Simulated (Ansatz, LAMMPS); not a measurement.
# Aqueous NH4+ and HCO3-, 1.1 mol of salt per kg of water, from a frame at 280 K (166 atoms): geometry optimisation, part 2 of 3

Aim: bring aqueous NH4+ and HCO3-, 1.1 mol of salt per kg of water, from a frame at 280 K (166 atoms) to a nearby minimum of the energy and see what moves.

Ansatz 0.2.0; Kohn-Sham DFT, PBE+D4, PAW (set soft_2), plane waves.

The cell: 1 N, 109 H, 55 O and 1 C. The network of contacts between molecules at the start is that of the classical potential that made the cell. The concentration wasn't checked against solubility and may exceed it. The density was typed from a rule of thumb and may lie off the real one at this temperature. The Brillouin zone is sampled at Γ only, in a cell whose shortest periodic width is 12 Å.

So far. Step 3 (Single point at the start): Neighbours are counted within 1.21 Å (H-O), 1.27 Å (H-N), 1.73 Å (O-C).

**4. Relaxation**

With the cell held, the atoms are moved downhill towards a nearby minimum.

Contents of input.yaml:

```yaml
crystal:
  lattice:
    - [11.76822, 0.0, 0.0]
    - [0.0, 11.76822, 0.0]
    - [0.0, 0.0, 11.76822]
  atoms:
    [... the 166 atom lines of step 3 ...]
kpoints:
  mp_grid: { grid: [1, 1, 1] }
hamiltonian:
  xc: pbe
  dispersion: d4
scf:
  occupations: { method: fixed }
output:
  forces: true
relax:
  f_tol: 0.05
  max_steps: 200
```

The run is started by

```bash
$ ansatz run input.yaml --threads 4 --pin off --max-ram 8192MiB --backend cpu --events-out ev --progress --plain --runs-dir out
```

Numbers of over 12 decimals in the logs are rounded to 6 here.

Log:

```text
[...]
Crystal: 166 atoms, lattice volume = 1629.793 Å³
Basis set: ecut = 420 eV, 31799 PW (Γ), exchange–correlation on 160×160×160 points (8 copies of the dense FFT grid, shifted against one another)
Bands: 390, of which v1, the nominal top of the filled ones, is band 224 counted from 1 (223 counted from 0)
Symmetry: 1 space group operations
[...]
k-points: 1
[...]
SCF iter   1: F=—  HF=-33599.781449 eV  |F-HF|=—  |Δ(HF+E_count)|=         —  Δρ=3.64e-3  dr2=4.87e-1  ethr=1.77e-3  ⟨swp⟩=5.0  Hψ=1231  notcnv=0  defer=164
[...]
SCF iter   3: F=—  HF=-33599.502947 eV  |F-HF|=—  |Δ(HF+E_count)|=   6.60e-2  Δρ=9.92e-4  dr2=2.56e-2  ethr=2.52e-5  ⟨swp⟩=3.0  Hψ=460  notcnv=0  defer=65
automatic band count: iteration 3 solves 291 bands in place of 390: the levels show a gap, and the empty bands left out lie too high to hold charge; the band table lists the bands solved (type scf.n_extra_bands for more)
SCF iter   4: F=—  HF=-33599.493829 eV  |F-HF|=—  |Δ(HF+E_count)|=   9.12e-3  Δρ=3.84e-4  dr2=2.56e-3  ethr=5.72e-6  ⟨swp⟩=3.0  Hψ=519  notcnv=0  defer=65
[...]
SCF iter   7: F=-33599.493339 eV  HF=-33599.493339 eV  |F-HF|=5.98e-7  |Δ(HF+E_count)|=   1.15e-5  Δρ=1.88e-5  dr2=5.08e-6  ethr=1.40e-8  ⟨swp⟩=5.0  Hψ=1024  notcnv=0
SCF 1 converged in 7 iterations: F = -33599.493339 eV  dr2 = 5.08e-6
[...]
relax step   1: F+E_penalty+E_count = -33599.49333877 eV  Δ(F+E_penalty+E_count) = +0.000e0 eV  max|allowed force component| = 2.085e0 eV/Å  Δτ_max = 0.0000 Å  (7 SCF iters, dr2 threshold 6.25e-5 eV, accepted)
[... from here on, the SCF cycles and remarks between the steps are left out ...]
relax step   2: F+E_penalty+E_count = -33604.15699389 eV  Δ(F+E_penalty+E_count) = -4.664e0 eV  max|allowed force component| = 1.119e0 eV/Å  Δτ_max = 0.1935 Å  (7 SCF iters, dr2 threshold 1.00e-4 eV, accepted)
relax step   3: F+E_penalty+E_count = -33606.05100183 eV  Δ(F+E_penalty+E_count) = -1.894e0 eV  max|allowed force component| = 1.253e0 eV/Å  Δτ_max = 0.1949 Å  (7 SCF iters, dr2 threshold 7.82e-5 eV, accepted)
relax step   4: F+E_penalty+E_count = -33607.16351759 eV  Δ(F+E_penalty+E_count) = -1.113e0 eV  max|allowed force component| = 1.098e0 eV/Å  Δτ_max = 0.1949 Å  (6 SCF iters, dr2 threshold 1.00e-4 eV, accepted)
relax step   5: F+E_penalty+E_count = -33607.80428598 eV  Δ(F+E_penalty+E_count) = -6.408e-1 eV  max|allowed force component| = 1.087e0 eV/Å  Δτ_max = 0.1940 Å  (7 SCF iters, dr2 threshold 1.00e-4 eV, accepted)
relax step   6: F+E_penalty+E_count = -33608.28447971 eV  Δ(F+E_penalty+E_count) = -4.802e-1 eV  max|allowed force component| = 6.547e-1 eV/Å  Δτ_max = 0.2000 Å  (6 SCF iters, dr2 threshold 1.00e-4 eV, accepted)
relax step   7: F+E_penalty+E_count = -33608.56228210 eV  Δ(F+E_penalty+E_count) = -2.778e-1 eV  max|allowed force component| = 2.316e-1 eV/Å  Δτ_max = 0.1954 Å  (6 SCF iters, dr2 threshold 1.00e-4 eV, accepted)
relax step   8: F+E_penalty+E_count = -33608.78196445 eV  Δ(F+E_penalty+E_count) = -2.197e-1 eV  max|allowed force component| = 3.848e-1 eV/Å  Δτ_max = 0.1908 Å  (7 SCF iters, dr2 threshold 6.71e-6 eV, accepted)
relax step   9: F+E_penalty+E_count = -33608.90209197 eV  Δ(F+E_penalty+E_count) = -1.201e-1 eV  max|allowed force component| = 2.442e-1 eV/Å  Δτ_max = 0.1969 Å  (7 SCF iters, dr2 threshold 1.85e-5 eV, accepted)
relax step  10: F+E_penalty+E_count = -33609.02577165 eV  Δ(F+E_penalty+E_count) = -1.237e-1 eV  max|allowed force component| = 5.894e-1 eV/Å  Δτ_max = 0.1961 Å  (7 SCF iters, dr2 threshold 2.40e-5 eV, accepted)
relax step  11: F+E_penalty+E_count = -33609.10554703 eV  Δ(F+E_penalty+E_count) = -7.978e-2 eV  max|allowed force component| = 6.151e-1 eV/Å  Δτ_max = 0.1916 Å  (6 SCF iters, dr2 threshold 1.00e-4 eV, accepted)
relax step  12: F+E_penalty+E_count = -33609.15022920 eV  Δ(F+E_penalty+E_count) = -4.468e-2 eV  max|allowed force component| = 1.287e0 eV/Å  Δτ_max = 0.1916 Å  (5 SCF iters, dr2 threshold 1.00e-4 eV, accepted)
relax step  13: F+E_penalty+E_count = -33609.24371556 eV  Δ(F+E_penalty+E_count) = -9.349e-2 eV  max|allowed force component| = 4.745e-1 eV/Å  Δτ_max = 0.2000 Å  (6 SCF iters, dr2 threshold 1.00e-4 eV, accepted)
relax step  14: F+E_penalty+E_count = -33609.28511372 eV  Δ(F+E_penalty+E_count) = -4.140e-2 eV  max|allowed force component| = 7.231e-1 eV/Å  Δτ_max = 0.1938 Å  (6 SCF iters, dr2 threshold 3.06e-5 eV, accepted)
relax step  15: F+E_penalty+E_count = -33609.34854327 eV  Δ(F+E_penalty+E_count) = -6.343e-2 eV  max|allowed force component| = 2.867e-1 eV/Å  Δτ_max = 0.2000 Å  (6 SCF iters, dr2 threshold 7.11e-5 eV, accepted)
relax step  16: F+E_penalty+E_count = -33609.38025495 eV  Δ(F+E_penalty+E_count) = -3.171e-2 eV  max|allowed force component| = 1.698e-1 eV/Å  Δτ_max = 0.1591 Å  (7 SCF iters, dr2 threshold 1.29e-5 eV, accepted)
relax step  17: F+E_penalty+E_count = -33609.39720676 eV  Δ(F+E_penalty+E_count) = -1.695e-2 eV  max|allowed force component| = 2.639e-1 eV/Å  Δτ_max = 0.1951 Å  (7 SCF iters, dr2 threshold 4.53e-6 eV, accepted)
relax step  18: F+E_penalty+E_count = -33609.41653251 eV  Δ(F+E_penalty+E_count) = -1.933e-2 eV  max|allowed force component| = 3.243e-1 eV/Å  Δτ_max = 0.1717 Å  (7 SCF iters, dr2 threshold 2.44e-5 eV, accepted)
relax step  19: F+E_penalty+E_count = -33609.43783082 eV  Δ(F+E_penalty+E_count) = -2.130e-2 eV  max|allowed force component| = 1.846e-1 eV/Å  Δτ_max = 0.1192 Å  (5 SCF iters, dr2 threshold 1.00e-4 eV, accepted)
relax step  20: F+E_penalty+E_count = -33609.45919459 eV  Δ(F+E_penalty+E_count) = -2.136e-2 eV  max|allowed force component| = 2.069e-1 eV/Å  Δτ_max = 0.1950 Å  (7 SCF iters, dr2 threshold 1.11e-5 eV, accepted)
relax step  21: F+E_penalty+E_count = -33609.47867614 eV  Δ(F+E_penalty+E_count) = -1.948e-2 eV  max|allowed force component| = 3.644e-1 eV/Å  Δτ_max = 0.1949 Å  (7 SCF iters, dr2 threshold 1.39e-5 eV, accepted)
relax step  22: F+E_penalty+E_count = -33609.49719384 eV  Δ(F+E_penalty+E_count) = -1.852e-2 eV  max|allowed force component| = 5.560e-1 eV/Å  Δτ_max = 0.1729 Å  (5 SCF iters, dr2 threshold 1.00e-4 eV, accepted)
relax step  23: F+E_penalty+E_count = -33609.53435567 eV  Δ(F+E_penalty+E_count) = -3.716e-2 eV  max|allowed force component| = 3.997e-1 eV/Å  Δτ_max = 0.1921 Å  (5 SCF iters, dr2 threshold 1.00e-4 eV, accepted)
relax step  24: F+E_penalty+E_count = -33609.57116672 eV  Δ(F+E_penalty+E_count) = -3.681e-2 eV  max|allowed force component| = 4.027e-1 eV/Å  Δτ_max = 0.1947 Å  (5 SCF iters, dr2 threshold 8.25e-5 eV, accepted)
[...]
relax step  28: F+E_penalty+E_count = -33609.59425475 eV  Δ(F+E_penalty+E_count) = +1.024e-2 eV  max|allowed force component| = 3.895e-1 eV/Å  Δτ_max = 0.1846 Å  (9 SCF iters, rejected (line search))
relax step  29: F+E_penalty+E_count = -33609.61156609 eV  Δ(F+E_penalty+E_count) = -7.070e-3 eV  max|allowed force component| = 1.161e-1 eV/Å  Δτ_max = 0.0846 Å  (9 SCF iters, accepted)
[...]
relax step  33: F+E_penalty+E_count = -33609.64395672 eV  Δ(F+E_penalty+E_count) = -1.745e-2 eV  max|allowed force component| = 2.134e-1 eV/Å  Δτ_max = 0.0995 Å  (5 SCF iters, dr2 threshold 1.00e-4 eV, accepted)
relax step  34: F+E_penalty+E_count = -33609.68619686 eV  Δ(F+E_penalty+E_count) = -4.224e-2 eV  max|allowed force component| = 3.981e-1 eV/Å  Δτ_max = 0.1951 Å  (7 SCF iters, dr2 threshold 1.85e-5 eV, accepted)
relax step  35: F+E_penalty+E_count = -33609.73696236 eV  Δ(F+E_penalty+E_count) = -5.077e-2 eV  max|allowed force component| = 4.158e-1 eV/Å  Δτ_max = 0.1966 Å  (6 SCF iters, dr2 threshold 6.45e-5 eV, accepted)
relax step  36: F+E_penalty+E_count = -33609.78934880 eV  Δ(F+E_penalty+E_count) = -5.239e-2 eV  max|allowed force component| = 2.908e-1 eV/Å  Δτ_max = 0.1973 Å  (5 SCF iters, dr2 threshold 1.00e-4 eV, accepted)
relax step  37: F+E_penalty+E_count = -33609.83028457 eV  Δ(F+E_penalty+E_count) = -4.094e-2 eV  max|allowed force component| = 1.520e-1 eV/Å  Δτ_max = 0.1950 Å  (6 SCF iters, dr2 threshold 4.14e-5 eV, accepted)
relax step  38: F+E_penalty+E_count = -33609.84379308 eV  Δ(F+E_penalty+E_count) = -1.351e-2 eV  max|allowed force component| = 2.838e-1 eV/Å  Δτ_max = 0.1950 Å  (7 SCF iters, dr2 threshold 6.30e-6 eV, accepted)
relax step  39: F+E_penalty+E_count = -33609.85714370 eV  Δ(F+E_penalty+E_count) = -1.335e-2 eV  max|allowed force component| = 2.764e-1 eV/Å  Δτ_max = 0.0505 Å  (5 SCF iters, dr2 threshold 2.20e-5 eV, accepted)
relax step  40: F+E_penalty+E_count = -33609.86394381 eV  Δ(F+E_penalty+E_count) = -6.800e-3 eV  max|allowed force component| = 6.884e-2 eV/Å  Δτ_max = 0.0413 Å  (4 SCF iters, dr2 threshold 7.25e-5 eV, accepted)
relax step  41: F+E_penalty+E_count = -33609.86670995 eV  Δ(F+E_penalty+E_count) = -2.766e-3 eV  max|allowed force component| = 2.707e-2 eV/Å  Δτ_max = 0.0238 Å  (8 SCF iters, accepted)
SCF converged after 8 iterations
Free energy (F): -33609.866710 eV
[...]
Internal energy: -33609.866710 eV  (E = F + TS)
E sigma→0 (E₀):  -33609.866710 eV
Fermi energy:    -2.455553 eV
[...]
--- Forces (eV/Å), atoms counted from 1 ---
  atom   1  N     -0.01096692     0.02707020     0.00302081
  atom   2  H      0.00266962     0.00022092    -0.00411841
  atom   3  H      0.02343376    -0.01728410    -0.00028142
  atom   4  H     -0.00545597    -0.01298557     0.00443061
  atom   5  H     -0.00557345     0.00043282    -0.00032586
  atom   6  O      0.01298034     0.01727641    -0.01973132
  atom   7  C     -0.01821824     0.00350899    -0.01241733
  atom   8  O     -0.01656550     0.00774449     0.01620674
  atom   9  O      0.02650783    -0.02706930     0.01258254
  atom  10  H     -0.00212047    -0.00126071     0.00042045
  atom  11  O      0.00628570    -0.00061396     0.00682580
  atom  12  H     -0.00036149    -0.00213845    -0.00244368
  atom  13  H     -0.00347288     0.00081417    -0.00494390
  atom  14  O     -0.02083753     0.00484119    -0.00785498
[...]
atom 165  H     -0.00095868     0.00113245    -0.00690729
  atom 166  H     -0.00077033    -0.00320209     0.00118126
  max |Σ_I F_I| component: 1.39e-5 eV/Å
--- Relaxed structure (41 steps of the walk, 40 accepted, 0 SCFs on fresh bases) ---
  F+E_penalty+E_count = -33609.86670995 eV   max|allowed force component| = 2.707e-2 eV/Å
  atoms:
    - { symbol: N, position: [0.210848, 0.133641, 0.285237] }
    - { symbol: H, position: [0.143707, 1.090069, 0.247216] }
    - { symbol: H, position: [0.273855, 1.079580, 0.317192] }
    - { symbol: H, position: [0.251190, 0.183042, 0.222444] }
[...]
- { symbol: H, position: [0.947284, 0.396723, 0.787552] }
```

The job ended after 10 min (4 threads of Arm Neoverse V1, shared host; peak memory 1.8 GiB).

The steps of the relaxation (22 of 41):

```tsv
step	energy less that of the first step (eV)	largest force component (eV/Å)
1	0.0000	2.0851
3	-6.5577	1.2532
5	-8.3109	1.0872
7	-9.0689	0.2316
9	-9.4088	0.2442
11	-9.6122	0.6151
12	-9.6569	1.2867
14	-9.7918	0.7231
16	-9.8869	0.1698
18	-9.9232	0.3243
20	-9.9659	0.2069
22	-10.0039	0.5560
24	-10.0778	0.4027
26	-10.1048	0.1928
28	-10.1009	0.3895
30	-10.1216	0.1697
31	-10.1266	0.2129
33	-10.1506	0.2134
35	-10.2436	0.4158
37	-10.3369	0.1520
39	-10.3638	0.2764
41	-10.3734	0.0271
```

Relaxation step 28 was tried and not accepted.

The atoms that moved most (Å):

```tsv
atom	dx	dy	dz	length
H106	0.842	2.045	-0.625	2.298
H96	1.917	1.195	0.204	2.269
H142	0.884	0.382	-1.912	2.141
H31	-0.496	-1.855	-0.578	2.005
H2	-0.938	1.664	0.407	1.953
H126	1.433	1.084	-0.171	1.805
H150	-1.644	0.029	0.470	1.710
H5	0.036	1.591	0.531	1.677
```

The relaxation changed the energy by -62.5 meV/atom, and atoms moved by 0.84 Å r.m.s., 2.3 Å at most.

**5. Structure statistics after relaxation**

Bonds before and after, by the cutoffs listed below:

```tsv
pair	bonds before	bonds after	mean before (Å)	mean after (Å)	spread before (Å)	spread after (Å)
H-O	105	105	1.000	0.993	0.003	0.010
H-N	4	4	1.022	1.046	0.012	0.004
O-C	3	3	1.266	1.302	0.032	0.049
```

Density 1.03 g/cm³, 9.818 Å³ an atom.

g(r), total and by pair (bins of 0.2 Å):

```tsv
r (Å)	total	H-H	H-O	H-C	H-N	O-O	O-C
0.90	4.16	0.00	9.55	0.00	0.00	0.00	0.00
1.10	1.11	0.00	2.16	0.00	22.15	0.00	0.00
1.30	0.08	0.00	0.00	0.00	0.00	0.00	20.75
1.50	0.77	1.70	0.09	0.00	0.00	0.00	0.00
1.70	1.41	0.80	2.44	0.00	0.00	0.00	0.00
1.90	0.46	0.06	0.98	1.52	0.00	0.00	0.00
2.10	0.58	1.21	0.13	0.00	0.00	0.00	0.00
2.30	0.99	2.20	0.04	0.00	0.00	0.25	0.00
2.50	0.46	1.04	0.00	0.90	0.00	0.00	0.00
2.70	0.78	0.45	0.12	4.88	0.00	4.37	0.00
2.90	0.61	0.36	0.67	0.72	0.67	1.25	0.00
3.10	1.17	0.59	2.02	0.00	2.42	0.22	0.00
3.30	1.17	0.84	1.67	0.52	2.81	0.43	1.03
3.50	1.07	1.18	1.12	0.49	0.00	0.62	1.96
3.70	1.14	1.32	0.95	1.29	1.30	0.97	4.44
3.90	1.15	1.28	1.01	1.16	1.58	1.10	0.81
4.10	1.08	1.11	1.06	2.10	1.38	1.04	0.00
4.30	1.10	1.06	1.04	0.96	0.96	1.55	1.27
4.50	0.98	0.96	0.97	0.88	0.28	1.19	0.59
4.70	1.10	1.17	0.95	1.58	1.33	1.42	0.54
4.90	0.98	0.93	1.02	0.75	1.50	1.04	0.99
5.10	0.93	0.88	1.00	0.45	1.82	0.83	0.92
5.30	1.01	0.93	1.14	0.21	1.26	0.82	1.25
5.50	0.90	0.91	0.95	1.57	0.39	0.68	1.17
5.70	0.90	0.93	0.93	0.93	0.91	0.66	1.45
```

Bonds by pair of elements; cutoffs follow the first minimum of g(r), held within bounds set by covalent radii, and pairs that aren't listed don't count as bonded:

```tsv
pair A-B	cutoff (Å)	bonds	mean length (Å)	spread (Å)	shortest (Å)	B about A	A about B
H-O	1.21	105	0.993	0.01	0.97	0.963	1.91
H-N	1.27	4	1.05	0.004	1.04	0.037	4
O-C	1.73	3	1.30	0.049	1.26	0.055	3
```

How many atoms have how many bonded neighbours:

```tsv
element	mean	1	2	3	4
C	3	0	0	1	0
H	1	109	0	0	0
N	4	0	0	0	1
O	1.96	2	53	0	0
```

Bond angles, per cent of each kind in bins of 5°:

```tsv
angle (°)	H-O-H
100–105	44.2
105–110	55.8
```

Bond angles (no mean is given where the spread exceeds 20°):

```tsv
angle	count	mean (°)	spread (°)
H-O-H	52	106	2
H-N-H	6	110	3
O-C-O	3	120	4.2
C-O-H	1	111	0
```

Hydrogen bonds between water molecules (O–O under 3.5 Å, H–O···O angle under 30°):

```tsv
hydrogen bonds to other water	molecules
0	0
1	0
2	3
3	17
4	31
5	1
```

Bond length by coordination (bonds to H left out):

```tsv
element	coordination	atoms	mean bond length (Å)
O	1	2	1.27
O	2	1	1.37
```

With the cutoffs above, all C atoms have 3, all H atoms have 1, all N atoms have 4 and 96 % of O atoms have 2 bonded neighbours. The H-O-H angle averages 106° with a spread of 2°. The 52 water molecules hold 3.58 hydrogen bonds each to other water on average, with a mean O–O distance of 2.75 Å.

(Part 2 of 3 ends here.)

[Logs are printed without paths, hosts, clocks, repeated set-up lines and the standing remarks that a program may print on its own settings, such as how far it seeks lower states.]

[Hosts, paths, dates, database ids (printed as entryN), source tags and the programs' standing remarks are cut or masked in the printed files.]
